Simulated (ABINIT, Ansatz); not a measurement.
# Zr (Zirconium): from the cell to the phonon bands, part 2 of 4

How does Zr (Zirconium) vibrate, and is this structure a minimum?

ABINIT 10.8.3; DFT PBE, scalar-relativistic, plane waves, PseudoDojo norm-conserving pseudopotentials.

So far. Step 3 (Relaxing the cell and atoms): The volume changes by +0.6 % in this run and stands +0.6 % from the first cell. Step 4 (Ground state): The cell stands at -0.46 GPa: the relaxation ran with a smoothed and higher cutoff, and the difference is a stress of the finite basis. The relaxed cell has a = 3.231, c = 5.182 Å (conventional setting).

**5. Zone-centre response**

At q = 0 one unit cell holds all displacements. The response is solved for single atoms along the cell's directions, and symmetry skips those that follow from others. The crystal is treated as a metal, which screens a static field, so no field response is asked.

Input file dfpt_gamma.abi:

```

# common to the responses
getwfk_filepath "gso_WFK"
kptopt 2
nqpt 1
qpt 0.0 0.0 0.0
asr 0
chneut 0

# displacements
rfphon 1
rfatpol 1 2
rfdir 1 1 1
tolvrs 1.0d-10
prtwf 0
prtpot 1

# basis, mesh and filling
ecut 29.0
ngkpt 15 15 8
nshiftk 1
shiftk 0.0 0.0 0.0
istwfk *1
occopt 7
tsmear 0.01
nband 19
nstep 100
diemac 1000000.0
prtebands 0
prtgsr 0

# cell and atoms
acell 6.105669097 6.105669097 9.79216637
rprim 
    1.0 0.0 0.0
    -0.5 0.8660254038 0.0
    0.0 0.0 1.0
ntypat 1
znucl 40
natom 2
typat 1 1
xred 
    1/3 2/3 0.25
    2/3 1/3 0.75
pp_dirpath "./pseudo"
pseudos "Zr.upf"
```

The run is started by

```console
$ OMP_NUM_THREADS=1 mpirun -n 16 abinit dfpt_gamma.abi > dfpt_gamma.log
```

Numbers of over 12 decimals in the logs are rounded to 6 here.

dfpt_gamma.abo, the main output file:

```text
[banners, grids, parts of the stress and lines that vanish by symmetry left out]
- input  file    -> dfpt_gamma.abi
- output file    -> dfpt_gamma.abo
- root for input  files -> dfpt_gammai
- root for output files -> dfpt_gammao

 Symmetries : space group P6_3/m m c (#194); Bravais hP (primitive hexag.)
================================================================================
 Values of the parameters that define the memory need of the present run (RF).
     intxc =       0      iscf =       7    lmnmax =       6     lnmax =       6
     mgfft =      48  mpssoang =       3    mqgrid =    3001     natom =       2
  nloc_mem =       1    nspden =       1   nspinor =       1    nsppol =       1
      nsym =      24    n1xccc =    2501    ntypat =       1    occopt =       7
   xclevel =       2
-    mband =          19        mffmem =           1         mkmem =          57
-   mkqmem =          57        mk1mem =          57           mpw =        2406
      nfft =       43200          nkpt =         901
- my_mband =          19
================================================================================
================================================================================

--------------------------------------------------------------------------------
------------- Echo of variables that govern the present computation ------------
--------------------------------------------------------------------------------
-
- outvars: echo of selected default values
-   iomode0 =  0 , fftalg0 =312 , wfoptalg0 =  0
-
- outvars: echo of global parameters not present in the input file
-  max_nthreads =    1
-
 -outvars: echo values of preprocessed input variables
 [... echo left out ...]
================================================================================

 chkinp: Checking input parameters for consistency.

[...]
== DATASET  1 ==================================================================
-   mpi_nproc: 16, omp_nthreads: 1 (-1 if OMP is not activated)

--- !DatasetInfo
iteration_state: {dtset: 1, }
dimensions: {natom: 2, nkpt: 901, mband: 19, nsppol: 1, nspinor: 1, nspden: 1, mpw: 2406, }
cutoff_energies: {ecut:  29.0, pawecutdg:  -1.0, }
electrons: {nelect:   2.40000000E+01, charge:   0.00000000E+00, occopt:   7.00000000E+00, tsmear:   1.00000000E-02, }
meta: {optdriver: 1, rfphon: 1, }
...

 mkfilename: getwfk from: gso_WFK

 Real(R)+Recip(G) space primitive vectors, cartesian coordinates (Bohr,Bohr^-1):
 R(1)=  6.1056691  0.0000000  0.0000000  G(1)=  0.1637822  0.0945597  0.0000000
 R(2)= -3.0528345  5.2876645  0.0000000  G(2)=  0.0000000  0.1891194  0.0000000
 R(3)=  0.0000000  0.0000000  9.7921664  G(3)=  0.0000000  0.0000000  0.1021224
 Unit cell volume ucvol=  3.1613745E+02 bohr^3
 Angles (23,13,12)=  9.00000000E+01  9.00000000E+01  1.20000000E+02 degrees
 setup1 : take into account q-point for computing boxcut.

 getcut: wavevector=  0.0000  0.0000  0.0000  ngfft=  30  30  48
         ecut(hartree)=     29.000   => boxcut(ratio)=   2.02208

--- Pseudopotential description ------------------------------------------------
- pspini: atom type   1  psp file is ./pseudo/Zr.upf

   9.02339628E+02                                ecore*ucvol(ha*bohr**3)
--------------------------------------------------------------------------------

 ==>  initialize data related to q vector <==

 The list of irreducible perturbations for this q vector is:
    1)    idir= 1    ipert=   1
    2)    idir= 3    ipert=   1

[...]
The perturbation idir=   2  ipert=   1 is
 symmetric of a previously calculated perturbation.
 So, its SCF calculation is not needed.

 The perturbation idir=   1  ipert=   2 is
 symmetric of a previously calculated perturbation.
 So, its SCF calculation is not needed.

 The perturbation idir=   2  ipert=   2 is
 symmetric of a previously calculated perturbation.
 So, its SCF calculation is not needed.

 The perturbation idir=   3  ipert=   2 is
 symmetric of a previously calculated perturbation.
 So, its SCF calculation is not needed.

--------------------------------------------------------------------------------
 Perturbation wavevector (in red.coord.)   0.000000  0.000000  0.000000
 Perturbation : displacement of atom   1   along direction   1
 Found     2 symmetries that leave the perturbation invariant.

[...]
dfpt_looppert : total number of electrons, from k and k+q
  fully or partially occupied states are    2.400000E+01 and    2.400000E+01.
 Initialisation of the first-order wave-functions :
  ireadwf=   0

--- !BeginCycle
iteration_state: {dtset: 1, }
solver: {iscf: 7, nstep: 100, nline: 4, wfoptalg: 0, }
tolerances: {tolvrs: 1.00E-10, }
...

     iter   2DEtotal(Ha)        deltaE(Ha) residm    vres2
-ETOT  1  0.797391     -1.525E+03 3.979E+00 1.120E+02
 ETOT  2  0.313027     -4.844E-01 3.864E-01 3.693E+00
 ETOT  3  0.310257     -2.770E-03 6.320E-02 3.298E-01
 ETOT  4  0.310077     -1.804E-04 2.058E-01 1.127E-01
 ETOT  5  0.310099      2.251E-05 5.805E-02 2.215E-01
[...]
At SCF step   10       vres2   =  1.81E-11 < tolvrs=  1.00E-10 =>converged.
[...]
Mean square residual over all n,k,spin=   31.404E-06; max=  20.326E-02

 Thirteen components of 2nd-order total energy (hartree) are
 1,2,3: 0th-order hamiltonian combined with 1st-order wavefunctions
     kin0=   1.14677804E+03 eigvalue=   1.20648875E+02  local=  -9.13019039E+02
 4,5,6: 1st-order hamiltonian combined with 1st and 0th-order wfs
 loc psp =  -1.52632150E+03  Hartree=   3.80731529E+02     xc=  -1.08252257E+02
 note that "loc psp" includes a xc core correction that could be resolved
 7,8,9: eventually, occupation + non-local contributions
    edocc=   1.79033865E+02     enl0=   7.19085866E+02   enl1=  -1.52369226E+03
 1-9 gives the relaxation energy (to be shifted if some occ is /=2.0)
   erelax=  -1.52500688E+03
 10,11,12 Non-relaxation  contributions : frozen-wavefunctions and Ewald
 fr.local=   7.70030236E+02 fr.nonlo=   7.61310304E+02  Ewald=   1.06028593E+01
 13,14 Frozen wf xc core corrections (1) and (2)
 frxc 1  =  -1.34099111E+02  frxc 2 =   1.17472631E+02
 Resulting in :
 2DEtotal=    0.3100437375E+00 Ha. Also 2DEtotal=    0.843671989545E+01 eV
    (2DErelax=   -1.5250068753E+03 Ha. 2DEnonrelax=    1.5253169190E+03 Ha)
    (  non-var. 2DEtotal :    3.1004256083E-01 Ha)

[...]
Perturbation wavevector (in red.coord.)   0.000000  0.000000  0.000000
 Perturbation : displacement of atom   1   along direction   3
 Found     6 symmetries that leave the perturbation invariant.

--------------------------------------------------------------------------------

--------------------------------------------------------------------------------

 dfpt_looppert : total number of electrons, from k and k+q
  fully or partially occupied states are    2.400000E+01 and    2.400000E+01.
 Initialisation of the first-order wave-functions :
  ireadwf=   0

--- !BeginCycle
iteration_state: {dtset: 1, }
solver: {iscf: 7, nstep: 100, nline: 4, wfoptalg: 0, }
tolerances: {tolvrs: 1.00E-10, }
...

     iter   2DEtotal(Ha)        deltaE(Ha) residm    vres2
-ETOT  1   17.440005571900     -4.348E+03 9.870E+00 5.937E+04
[...]
ETOT 10   3.935412     -8.185E-11 2.717E-01 5.178E-10
 ETOT 11   3.935412      8.731E-11 3.548E-02 2.406E-11

 At SCF step   11       vres2   =  2.41E-11 < tolvrs=  1.00E-10 =>converged.
[...]
Mean square residual over all n,k,spin=   32.486E-06; max=  35.478E-03

 Thirteen components of 2nd-order total energy (hartree) are
 1,2,3: 0th-order hamiltonian combined with 1st-order wavefunctions
     kin0=   3.02227456E+03 eigvalue=   3.09551025E+02  local=  -2.39488840E+03
 4,5,6: 1st-order hamiltonian combined with 1st and 0th-order wfs
 loc psp =  -4.84599683E+03  Hartree=   1.42797964E+03     xc=  -2.85801639E+02
 note that "loc psp" includes a xc core correction that could be resolved
 7,8,9: eventually, occupation + non-local contributions
    edocc=   4.36763038E+02     enl0=   1.84516580E+03   enl1=  -3.87609122E+03
 1-9 gives the relaxation energy (to be shifted if some occ is /=2.0)
   erelax=  -4.36104403E+03
 10,11,12 Non-relaxation  contributions : frozen-wavefunctions and Ewald
 fr.local=   1.97519475E+03 fr.nonlo=   1.93737418E+03  Ewald=   4.94306765E+02
 13,14 Frozen wf xc core corrections (1) and (2)
 frxc 1  =  -3.45195561E+02  frxc 2 =   3.03299304E+02
 Resulting in :
 2DEtotal=    0.3935412097E+01 Ha. Also 2DEtotal=    0.107088018597E+03 eV
    (2DErelax=   -4.3610440279E+03 Ha. 2DEnonrelax=    4.3649794400E+03 Ha)
    (  non-var. 2DEtotal :    3.9354123797E+00 Ha)

[...]
---- first-order wavefunction calculations are completed ----

 ==> Compute Derivative Database <==

 [... matrices left out ...]
  Phonon wavevector (reduced coordinates) :  0.00000  0.00000  0.00000
 Phonon energies in Hartree :
  -2.121585E-05  1.904992E-05  1.904992E-05  3.157372E-04  3.157372E-04
   7.029018E-04
 Phonon frequencies in cm-1    :
- -4.656340E+00  4.180973E+00  4.180973E+00  6.929632E+01  6.929632E+01
-  1.542691E+02

== END DATASET(S) ==============================================================
================================================================================

 -outvars: echo values of variables after computation
            acell      6.1056690970E+00  6.1056690970E+00  9.7921663700E+00 Bohr
           etotal      3.9354120966E+00
            fcart      0.0000000000E+00  0.0000000000E+00  0.0000000000E+00
           strten      0.0000000000E+00  0.0000000000E+00  0.0000000000E+00
================================================================================
```

Run time: 76 s. Hardware: 16 MPI ranks of Arm Neoverse V1, shared host; 20 min of CPU time.

Read from the output:

| Property | Result |
| --- | --- |
| largest acoustic frequency at the zone centre before the sum rule | -4.66 cm⁻¹ |
| highest optical zone-centre mode (no LO-TO term) | 154.3 cm⁻¹ |
| lowest optical zone-centre mode | 69.3 cm⁻¹ |

The acoustic modes at Γ come out as far as 4.7 cm⁻¹ from zero, where they should vanish, a small numerical error.

**6. Phonons on a q mesh**

Linear response treats each wavevector of the 3×3×2 mesh in the unit cell; the first-order potentials are kept for the electron-phonon matrix elements.

Input file dfpt_q.abi:

```
ndtset 5

# wavevectors
qpt1 0.3333333333 0.0 0.0
qpt2 0.3333333333 0.3333333333 0.0
qpt3 0.0 0.0 0.5
qpt4 0.3333333333 0.0 0.5
qpt5 0.3333333333 0.3333333333 0.5

# displacements
getwfk_filepath "gso_WFK"
getwfq_filepath "gso_WFK"
kptopt 3
nqpt 1
rfphon 1
rfatpol 1 2
rfdir 1 1 1
tolvrs 1.0d-10
prtwf 0
prtpot 1

# basis, mesh and filling
ecut 29.0
ngkpt 15 15 8
nshiftk 1
shiftk 0.0 0.0 0.0
istwfk *1
occopt 7
tsmear 0.01
nband 19
nstep 100
diemac 1000000.0
prtebands 0
prtgsr 0

# cell and atoms
acell 6.105669097 6.105669097 9.79216637
rprim 
    1.0 0.0 0.0
    -0.5 0.8660254038 0.0
    0.0 0.0 1.0
ntypat 1
znucl 40
natom 2
typat 1 1
xred 
    1/3 2/3 0.25
    2/3 1/3 0.75
pp_dirpath "./pseudo"
pseudos "Zr.upf"
```

The run is started by

```console
$ OMP_NUM_THREADS=1 mpirun -n 16 abinit dfpt_q.abi > dfpt_q.log
```

dfpt_q.abo, the main output file:

```text
[banners, grids, parts of the stress and lines that vanish by symmetry left out]
- input  file    -> dfpt_q.abi
- output file    -> dfpt_q.abo
- root for input  files -> dfpt_qi
[...]
DATASET    1 : space group P6_3/m m c (#194); Bravais hP (primitive hexag.)
[...]
nfft =       43200          nkpt =        1800
[...]
DATASET    2 : space group P6_3/m m c (#194); Bravais hP (primitive hexag.)
[...]
nfft =       43200          nkpt =        1800
[...]
DATASET    3 : space group P6_3/m m c (#194); Bravais hP (primitive hexag.)
[...]
nfft =       43200          nkpt =        1800
[...]
DATASET    4 : space group P6_3/m m c (#194); Bravais hP (primitive hexag.)
[...]
nfft =       43200          nkpt =        1800
[...]
DATASET    5 : space group P6_3/m m c (#194); Bravais hP (primitive hexag.)
[...]
nfft =       43200          nkpt =        1800
[...]
== DATASET  1 ==================================================================
[...]
cutoff_energies: {ecut:  29.0, pawecutdg:  -1.0, }
[...]
Perturbation : displacement of atom   1   along direction   1
[...]
-ETOT  1   24.507238358773     -1.705E+03 4.909E+00 2.257E+05
 ETOT  2   77.164163350423      5.266E+01 1.650E+01 7.583E+05
 ETOT  3   3.192773     -7.397E+01 2.413E+00 5.640E+03
 ETOT  4   2.683488     -5.093E-01 2.241E+01 3.648E+02
 ETOT  5   2.565640     -1.178E-01 4.045E+01 9.645E+00
[...]
At SCF step   13       vres2   =  5.00E-11 < tolvrs=  1.00E-10 =>converged.
[...]
Perturbation : displacement of atom   1   along direction   2
[...]
-ETOT  1   1.932397     -1.549E+03 4.037E+00 8.750E+01
[...]
At SCF step   13       vres2   =  9.72E-13 < tolvrs=  1.00E-10 =>converged.
[...]
Perturbation : displacement of atom   1   along direction   3
[...]
-ETOT  1   11.055120416196     -4.159E+03 1.071E+01 1.746E+04
[...]
At SCF step   14       vres2   =  1.81E-11 < tolvrs=  1.00E-10 =>converged.
[...]
Phonon wavevector (reduced coordinates) :  0.33333  0.00000  0.00000
 Phonon energies in Hartree :
[...]
Phonon frequencies in cm-1    :
-  6.014561E+01  6.857054E+01  1.381692E+02  1.418765E+02  1.562853E+02
-  1.594940E+02
[...]
== DATASET  2 ==================================================================
[...]
cutoff_energies: {ecut:  29.0, pawecutdg:  -1.0, }
[...]
- 40.00000  12.00000  171031                  znucl, zion, pspdat
[...]
Perturbation : displacement of atom   1   along direction   1
[...]
-ETOT  1   5.934702     -1.674E+03 4.175E+00 1.012E+04
[...]
At SCF step   12       vres2   =  5.11E-12 < tolvrs=  1.00E-10 =>converged.
[...]
Perturbation : displacement of atom   1   along direction   3
[...]
-ETOT  1   11.169351453502     -4.106E+03 8.815E+00 9.690E+03
[...]
ETOT 11   7.174346      1.046E-10 1.030E+01 2.510E-10
 ETOT 12   7.174346     -6.639E-11 1.342E+01 3.471E-12
 At SCF step   12       vres2   =  3.47E-12 < tolvrs=  1.00E-10 =>converged.
[...]
Phonon wavevector (reduced coordinates) :  0.33333  0.33333  0.50000
 Phonon energies in Hartree :
[...]
Phonon frequencies in cm-1    :
-  6.834151E+01  6.834151E+01  1.674503E+02  1.674503E+02  1.731541E+02
-  1.731541E+02
[...]
strten3     0.0000000000E+00  0.0000000000E+00  0.0000000000E+00
           
================================================================================
```

Wall time 30 min (16 MPI ranks).

This step gave:

```
lowest mode on the q mesh (acoustic ones at the zone centre apart) : 50.33 cm⁻¹
```

Frequencies (cm⁻¹) before the sum rule at the irreducible wavevectors but Γ, which is solved apart; negative means imaginary. Frequencies by wavevector:

```
    q (fractions)  star  mode 1  mode 2  mode 3  mode 4  mode 5  mode 6
       0.3333 0 0     6   60.15   68.57   138.2   141.9   156.3   159.5
  0.3333 0.3333 0     2   120.8   120.8   136.8   136.8   143.3   195.1
          0 0 0.5     1   50.33   50.33   50.33   50.33   132.4   132.4
     0.3333 0 0.5     6   104.2   104.2   110.6   110.6   166.4   166.4
0.3333 0.3333 0.5     2   68.34   68.34   167.4   167.4   173.2   173.2
```

(Part 2 of 4 ends here.)

[Host names and launcher messages were left out of these logs when they were recorded.]

[Logs are printed without paths, hosts, clocks, repeated set-up lines and the standing remarks that a program may print on its own settings, such as how far it seeks lower states.]

[Hosts, paths, dates, database ids (printed as entryN), source tags and the programs' standing remarks are cut or masked in the printed files.]
